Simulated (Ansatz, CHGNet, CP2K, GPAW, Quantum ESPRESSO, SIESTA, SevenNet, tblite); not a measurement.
**C(111) slab, H on the bottom face (80 atoms): one structure in several programs**

How near do other programs and methods come to a plane-wave reference for C(111) slab, H on the bottom face (80 atoms)? A plane-wave run serves as the reference.

Method: Kohn-Sham DFT, PBE, SSSP efficiency 1.3.0 pseudopotentials, plane waves, in Quantum ESPRESSO 7.5.

## 1. The structure

The cell holds 80 atoms: 64 C and 16 H. Cell: a = 10.089 Å, b = 10.089 Å, c = 15.664 Å, α = 90.0°, β = 90.0°, γ = 120.0°. It derives from C (diamond-structure). Diamond-structure C (a = 3.567 Å), (111) slab of 4 atomic planes, 4 x 4 surface cells, H on the broken bonds of the bottom face, 12 Å of vacuum; displaced by a Gaussian of 0.02 Å. Then every atom was moved at random, 0.05 Å r.m.s. a Cartesian component (hydrogen 0.6 of that). Regions: slab, 64 atoms (64 C); hydrogen, 16 atoms (16 H). Vacuum lies along c.

## 2. Plane-wave reference

File pw.in:

```
&control
  calculation = 'scf'
  pseudo_dir = './pseudo'
  outdir = './tmp'
  disk_io = 'none'
  tprnfor = .true.
/
&system
  ibrav = 0
  nat = 80
  ntyp = 2
  ecutwfc = 45
  ecutrho = 360
  nosym = .true.
  occupations = 'smearing'
  smearing = 'fd'
  degauss = 0.003675
/
&electrons
  conv_thr = 4.0e-07
  electron_maxstep = 100
  mixing_beta = 0.2
  mixing_mode = 'local-TF'
  diagonalization = 'david'
/
ATOMIC_SPECIES
C 12.011 C.upf
H 1.008 H.upf
CELL_PARAMETERS angstrom
10.08900 0.00000 0.00000
-5.04450 8.73733 0.00000
0.00000 0.00000 15.66426
ATOMIC_POSITIONS crystal
C 0.33323 0.92012 0.48612
C 0.25078 0.00094 0.45298
C 0.17480 0.83696 0.62009
C 0.33752 0.91478 0.58576
C 0.33679 0.66547 0.48598
C 0.25229 0.75159 0.45481
C 0.16265 0.57567 0.61469
C 0.32500 0.67213 0.58573
C 0.58204 0.91361 0.48443
C 0.49789 0.99767 0.45205
C 0.40069 0.83242 0.61901
C 0.58047 0.91652 0.58506
[... 64 atom lines left out ...]
H 0.00143 0.74878 0.38255
H 0.75149 0.24909 0.38206
H 0.99611 0.49593 0.38326
H 0.00104 0.25007 0.38312
K_POINTS gamma
```

Launch:

```bash
$ OMP_NUM_THREADS=1 mpirun -np 4 pw.x -in pw.in > output.txt
```

The log of the run:

```text
Program PWSCF
     gamma-point specific algorithms are used
     one sub-group per band group will be used
     scalapack distributed-memory algorithm (size of sub-group:  2*  2 procs)
     Parallelization info
     sticks:   dense  smooth     PW     G-vecs:    dense   smooth      PW
     Min        2254    1126    283               268710    95010   11877
     Max        2256    1128    284               268725    95028   11880
     Sum        9019    4507   1135              1074869   380077   47517
     bravais-lattice index     =            0
     lattice parameter (alat)  =      19.0654  a.u.
     unit-cell volume          =    9318.2283 (a.u.)^3
     number of atoms/cell      =           80
     number of atomic types    =            2
     number of electrons       =       272.00
[... lines left out ...]
     scf convergence threshold =      4.0E-07
[... lines left out ...]
     number of k points=     1  Fermi-Dirac smearing, width (Ry)=  0.0037
[... lines left out ...]
     total energy              =   -1196.94367169 Ry
[... lines left out ...]
     total energy              =   -1196.63566889 Ry
[... lines left out ...]
     total energy              =   -1195.88633006 Ry
[... lines left out ...]
     c_bands:  1 eigenvalues not converged
[... lines left out ...]
     total energy              =   -1195.37210584 Ry
[... lines left out ...]
     total energy              =   -1195.37210569 Ry
     estimated scf accuracy    <       0.00000099 Ry
     iteration # 35     ecut=    45.00 Ry     beta= 0.20
     negative rho (up, down):  1.986E-03 0.000E+00
     End of self-consistent calculation
          k = 0.0000 0.0000 0.0000 ( 23759 PWs)   bands (ev):
   -20.1459 -18.8836 -18.7057 -18.6155 -18.5697 -18.5617 -18.4944 -17.1395
   -16.1770 -16.1045 -15.9604 -15.8834 -15.7816 -15.6962 -15.6640 -15.6108
   -15.5036 -15.4361 -15.4120 -15.2969 -14.9543 -14.9149 -14.8924 -13.7691
[...]
3.1142   4.1693   4.1817   4.2406   4.2577   4.2767   4.2892   4.7165
     5.6087   5.8203   5.8510   5.9493   6.0755   6.1134   6.1671   6.2081
     6.2674   6.2888   6.3225
     the Fermi energy is     0.5853 ev
!    total energy              =   -1195.37210583 Ry
     estimated scf accuracy    <       0.00000039 Ry
     smearing contrib. (-TS)   =      -0.03438863 Ry
     internal energy E=F+TS    =   -1195.33771721 Ry
     The total energy is F=E-TS. E is the sum of the following terms:
     one-electron contribution =   -7481.17677470 Ry
     hartree contribution      =    3821.45856391 Ry
     xc contribution           =    -308.07459704 Ry
     ewald contribution        =    3166.97425032 Ry
     one-center paw contrib.   =    -394.51915970 Ry
     convergence has been achieved in  35 iterations
     negative rho (up, down):  1.986E-03 0.000E+00
     Forces acting on atoms (cartesian axes, Ry/au):
     atom    1 type  1   force =     0.04041303   -0.02354946   -0.06296752
     atom    2 type  1   force =    -0.00691908   -0.03223128    0.04991030
     atom    3 type  1   force =    -0.06186918   -0.05601942   -0.14531291
[...]
atom   79 type  2   force =     0.00190785    0.01124436   -0.00813777
     atom   80 type  2   force =    -0.00293410   -0.00210176    0.00387175
     Total force =     1.207988     Total SCF correction =     0.001295
     Message from routine punch:
     Nothing written, as per user request (disk_io='none')
```

Elapsed: 2.7 min, on 4 MPI ranks of Intel Xeon at 2.30GHz, shared host; peak memory 2.7 GiB.

Banners, paths, timers and routine set-up lines are dropped from the logs unmarked, and long logs keep their key lines alone; longer cuts are marked.

Numbers from this run:

| Property | Result |
| --- | --- |
| r.m.s. force component | 2.005 eV/Å |
| longest force | 7.446 eV/Å |

## 3. Structure statistics

Normalised to the volume that the atoms fill. g(r), total and by pair (bins of 0.2 Å):

```tsv
r (Å)	total	C-C	C-H	H-H
1.00	0.49	0.00	1.53	0.00
1.20	0.34	0.00	1.08	0.00
1.40	0.66	1.03	0.00	0.00
1.60	2.32	3.62	0.00	0.00
1.80	0.00	0.00	0.00	0.00
2.00	0.01	0.00	0.05	0.00
2.20	0.63	0.00	1.99	0.00
2.40	1.03	1.40	0.00	3.35
2.60	2.31	3.04	0.06	8.60
2.80	1.08	0.46	2.45	0.00
3.00	1.45	2.25	0.00	0.00
3.20	0.07	0.02	0.18	0.00
3.40	0.46	0.12	1.20	0.00
3.60	0.47	0.61	0.27	0.00
3.80	0.71	1.04	0.14	0.00
4.00	0.49	0.54	0.46	0.00
4.20	0.62	0.28	1.36	0.09
4.40	1.47	1.70	0.72	3.88
4.60	0.74	0.79	0.72	0.00
4.80	0.16	0.12	0.27	0.00
5.00	0.72	0.63	0.65	2.85
5.20	0.83	0.78	1.02	0.12
5.40	0.47	0.35	0.77	0.00
5.60	0.41	0.52	0.23	0.00
5.80	0.34	0.54	0.00	0.00
6.00	0.23	0.12	0.50	0.00
6.20	0.28	0.29	0.29	0.00
6.40	0.47	0.50	0.45	0.00
```

Bonds by pair of elements; cutoffs follow the first minimum of g(r), held within bounds set by covalent radii, and pairs that aren't listed don't count as bonded (cutoffs were set anew for this text, so counts can differ from the run's own analysis):

```tsv
pair A-B	cutoff (Å)	bonds	mean length (Å)	spread (Å)	shortest (Å)	B about A	A about B
C-C	1.85	112	1.54	0.058	1.37	3.5	3.5
C-H	1.34	16	1.09	0.027	1.05	0.25	1
```

How many atoms have how many bonded neighbours:

```tsv
element	mean	1	3	4
C	3.75	0	16	48
H	1	16	0	0
```

## 4. What was run beside it

The programs:
- CHGNet: machine-learned potential, published weights.
- GPAW 26.7.0: PAW with atomic orbitals (LCAO), plane waves or a real-space grid of spacing h.
- Quantum ESPRESSO 7.5: plane waves; labels (QE) give functional, pseudopotential set and cutoffs of waves/density.
- SIESTA 5.4.2: numerical atomic orbitals, whose automatically made sets are far from complete, with PseudoDojo norm-conserving potentials that we converted to its format (checked against plane waves on the same files for H, C, O, Si, Ge and Ca alone); labels give functional, basis size, energy shift and mesh cutoff.
- SevenNet: machine-learned potential, published weights.
- tblite 0.8.0: extended tight binding, driven from Python.

All use the same cell and atoms; the electronic-structure runs use the same k-mesh, and an electronic temperature of 580 K (0.05 eV) where levels are smeared.

Differences are against the plane-wave reference, forces as r.m.s. over components; share is that over the reference's r.m.s. force, slope the least-squares factor from reference forces to these. Total energies of different programs have different zeros and aren't compared.

```tsv
run	Δ force, r.m.s. (meV/Å)	share (%)	slope	cores	CPU time	memory (GiB)
reference	-	-	-	4	10 min	2.7
CHGNet 0.3.0 potential	556	27.7	0.846	1	5.9 s	3.5
CHGNet r2SCAN potential	683	34.1	0.825	1	5.8 s	3.5
GPAW PBE, LCAO dzp, h 0.2 Å	193	9.61	1.024	1	3.3 min	0.77
GPAW PBE, LCAO dzp, h 0.2 Å, other mixer settings	194	9.67	1.024	1	3.6 min	0.7
GPAW PBE, LCAO dzp, h 0.28 Å (coarse)	632	31.5	1.004	1	1.9 min	0.38
GPAW PBE, LCAO szp(dzp), h 0.2 Å (coarse)	683	34.1	1.010	1	2.6 min	0.74
GPAW PBE, grid h 0.24 Å (coarse)	712	35.5	1.152	2	6.5 min	0.96
QE PBE, gbrv-1.5, 40/200 Ry	51.2	2.55	1.008	2	7.1 min	1.2
SIESTA PBE, DZ, shift 0.01 Ry, mesh 300 Ry (coarse)	316	15.7	1.064	1	2.2 min	0.57
SIESTA PBE, DZP, shift 0.01 Ry, mesh 150 Ry (coarse)	229	11.4	1.039	1	2.6 min	0.53
SIESTA PBE, DZP, shift 0.01 Ry, mesh 300 Ry	228	11.4	1.039	2	9.2 min	1.1
SIESTA PBE, SZP, shift 0.01 Ry, mesh 300 Ry (coarse)	726	36.2	1.050	1	5.2 min	0.77
SIESTA vdW-DF, PBE potentials, DZP, shift 0.01 Ry, mesh 300 Ry	266	13.3	1.016	2	21 min	1.7
SevenNet l3i5 potential	936	46.7	1.027	1	11 s	1.9
tblite GFN1-xTB	554	27.6	0.976	1	2.3 s	0.13
tblite GFN2-xTB	549	27.4	0.962	1	3.6 s	0.13
```

Rows marked coarse were listed beforehand as settings not expected to be converged; some can still land near the reference.

Times of the machine-learned potentials are mostly Python's start and the loading of weights.

CPU time is summed over cores on a shared host, where runs went side by side, so it is rough. Symmetry, cutoffs, thresholds, outputs and thread counts weren't matched or tuned between programs; memory under MPI is the largest rank's times the ranks.

Runs without a result: CP2K PBE, DZVP-UZH, 450/50 Ry, diagonalisation (cut off at its time limit of 11 min); CP2K GFN1-xTB, diagonalisation (not converged, the SCF not settling); CP2K PBE, SZV-MOLOPT-SR, 450/50 Ry, diagonalisation (cut off at its time limit of 4.5 min); CP2K r2SCAN, SCAN potentials, DZVP-UZH(SCAN), 600/50 Ry, diagonalisation (cut off at its time limit of 25 min); CP2K PBE, DZVP-UZH, 315/50 Ry, diagonalisation (cut off at its time limit of 14 min).

Mean charges by element (e), by run and scheme:

```tsv
run	scheme	C	H
SIESTA PBE, DZP, shift 0.01 Ry, mesh 300 Ry	Hirshfeld	0.00	+0.01
SIESTA vdW-DF, PBE potentials, DZP, shift 0.01 Ry, mesh 300 Ry	Hirshfeld	0.00	+0.01
tblite GFN1-xTB	Mulliken	-0.01	+0.03
tblite GFN2-xTB	Mulliken	-0.01	+0.02
```

Within one program, basis, potentials and functional, energies share a zero. Each run against its twin at the usual cutoff or grid and solver:

```tsv
run	twin	Δ energy (meV/atom)	Δ force, r.m.s. (meV/Å)	CPU time over the twin's
GPAW PBE, LCAO dzp, h 0.2 Å, other mixer settings	LCAO dzp, h 0.2 Å	0	8.20	1.1
GPAW PBE, LCAO dzp, h 0.28 Å	LCAO dzp, h 0.2 Å	476	576	0.57
SIESTA PBE, DZP, shift 0.01 Ry, mesh 150 Ry	DZP, shift 0.01 Ry, mesh 300 Ry	0.149	3.00	0.28 (this twin ran on 2 cores)
```

## 5. What came out

| Quantity | Value |
| --- | --- |
| reference r.m.s. force component | 2.00 eV/Å |
| nearest in forces | QE PBE, gbrv-1.5, 40/200 Ry, 2.6 % |
| farthest in forces | SevenNet l3i5 potential, 47 % |
| cheapest electronic-structure run beside the reference | tblite GFN1-xTB, 2.3 s of CPU time |

What this shows: PBE on plane waves or a grid with other potentials, cutoffs or grids, coarse settings apart, differs from the reference by 2.6 % (QE PBE, gbrv-1.5, 40/200 Ry) of the r.m.s. force; this holds the reference's own error, so differences of a few per cent don't tell which side is nearer the exact PBE result. The PBE runs in local orbitals, coarse settings apart, differ by 9.6 % (GPAW PBE, LCAO dzp, h 0.2 Å) to 11 % (SIESTA PBE, DZP, shift 0.01 Ry, mesh 300 Ry); basis, grid and potentials can all enter. Tight binding differs by 27 % (tblite GFN2-xTB) to 28 % (tblite GFN1-xTB); it is another model, with fitted parameters of its own, and the xTB methods hold dispersion. Machine-learned potentials differ by 28 % (CHGNet 0.3.0 potential) to 47 % (SevenNet l3i5 potential); they were trained on other programs' data, some at another functional. Among those trained on PBE data the slope goes as low as 0.85, which softening far from their training structures can give, though the reference's k-sampling is untested too. Rows with another functional or a dispersion term differ by 13 % (SIESTA vdW-DF, PBE potentials, DZP, shift 0.01 Ry, mesh 300 Ry), which mixes the change of model with differences of basis and potentials, some of them made for another functional. Runs with settings chosen to be coarse differ by 11 % (SIESTA PBE, DZP, shift 0.01 Ry, mesh 150 Ry) to 36 % (SIESTA PBE, SZP, shift 0.01 Ry, mesh 300 Ry), their programs' other errors included. Of the electronic-structure runs that take under half the reference's CPU time, GPAW PBE, LCAO dzp, h 0.2 Å is among the nearest, at 9.6 % in 3.3 min against 10 min. GPAW PBE, grid h 0.24 Å stiffens the forces by a factor of 1.15 while following their directions (correlation 0.964); the slopes of the 5 GPAW runs lie between 1.00 and 1.15. The mean charges agree among these rows within 0.03 e. In the reference: levels near the Fermi energy are neither full nor empty under the smearing, so no gap is quoted. In the reference: By these cutoffs 75 % of C atoms have 4 and all H atoms have 1 bonded neighbour. Periodic xTB results under one method name differ between programs and library versions. With short bonds to hydrogen, sets of potentials differ among themselves by several per cent in forces even at converged cutoffs, so the reference isn't exact here either. Machine-learned potentials mimic data converged in k, so the reference's own k-point error enters their differences. The runs have no spin polarisation, so any moments at edges, vacancies or dangling bonds can't form. The electronic-structure runs sample only Γ, in a cell whose shortest periodic width is 9 Å, which is coarse for a cell with partly filled levels.

[Also dropped from logs without a mark: logging warnings of Python, and SIESTA's first energy breakdown and zero terms.]

[Logs are printed without paths, hosts, clocks, repeated set-up lines and the standing remarks that a program may print on its own settings, such as how far it seeks lower states.]

[Hosts, paths, dates, database ids (printed as entryN), source tags and the programs' standing remarks are cut or masked in the printed files.]
